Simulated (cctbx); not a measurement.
# Diagnosing a refinement

Cell a = 7.1190 Å, b = 7.1190 Å, c = 7.1190 Å, α = 90.00°, β = 90.00°, γ = 90.00°; space group Fd-3m (no. 227, origin choice 1). The compound is MoIr2.

Simulated single-crystal data (cctbx): Cu Kα, λ = 1.54184 Å, to d = 0.83 Å, 50 % of the full sphere, strongest reflection 70000 counts, noise from counting, a 3 % proportional error and a noise floor of 2 counts (s.d.); no absorption.

An anisotropic refinement with weights 1/σ² prints:

```text
Rint 0.026, 26 unique reflections to 0.84 A
cycle     R1     wR2    GooF  max shift (A)
   1  0.0096  0.0287   2.637   0.00000
   2  0.0076  0.0174   1.597   0.00000
final R1 0.0076 wR2 0.0174 GooF 1.597  parameters 3  data/parameter 8.7
atom        x        y        z      Ueq    occ   su(xyz)  su(Uiso or U11)
Os1    0.37500  0.12500  0.37500   0.0156  1.000  0.00000  0.0003
Mo1    0.25000  0.75000  0.25000   0.0218  1.000  0.00000  0.0003
difference map: max 0.47 min -0.60 rms 0.17
Q1    0.1250  0.1250  0.1250   16    0.49  0.00 A from Os1
Q2    0.0000  0.0000  0.2778   48    0.41  1.58 A from Mo1
Q3    0.0808  0.0808  0.4192   32    0.35  1.00 A from Mo1
Q4    0.1086  0.1086  0.8914   32    0.29  1.67 A from Os1
Q5    0.1250  0.1250  0.6250   16    0.24  1.54 A from Mo1
Q6    0.0000  0.0000  0.0000    8    0.18  1.54 A from Os1
```

Q: Accept it or mend it, and why?

Mend it. The fault: wrong element: Os1 is Ir. Against the right model at the same level, R1 goes from 0.0054 to 0.0076 and GooF from 1.28 to 1.60. Os1 has 1 electron too few and its U shrinks to make up, as expected (near an absorption edge f′ can widen the mismatch well beyond the difference in Z).

The compound is MoIr2. The right model at the same level gives:

```text
Rint 0.026, 26 unique reflections to 0.84 A
cycle     R1     wR2    GooF  max shift (A)
   1  0.0053  0.0141   1.290   0.00000
   2  0.0054  0.0139   1.279   0.00000
final R1 0.0054 wR2 0.0139 GooF 1.279  parameters 3  data/parameter 8.7
atom        x        y        z      Ueq    occ   su(xyz)  su(Uiso or U11)
Ir1    0.37500  0.12500  0.37500   0.0161  1.000  0.00000  0.0002
Mo1    0.25000  0.75000  0.25000   0.0211  1.000  0.00000  0.0002
difference map: max 0.45 min -0.51 rms 0.14
Q1    0.0000  0.0000  0.2782   48    0.45  1.58 A from Mo1
Q2    0.0789  0.0789  0.4211   32    0.39  0.97 A from Mo1
Q3    0.1250  0.1250  0.1250   16    0.32  0.00 A from Ir1
Q4    0.1130  0.1130  0.8870   32    0.28  1.69 A from Mo1
Q5    0.0946  0.0946  0.5946   32    0.24  1.17 A from Mo1
Q6    0.0000  0.0000  0.5000    8    0.23  0.00 A from Mo1
```

Isotropic U is held between 0.0001 and 1 Å² by the program, and listed peak heights are interpolated, so they can pass the grid's maximum.

This is a model crystal, built by substitution and not relaxed, with assumed displacement parameters.

[Middle refinement cycles are left out of these outputs.]

[Logs are printed without paths, hosts, clocks, repeated set-up lines and the standing remarks that a program may print on its own settings, such as how far it seeks lower states.]
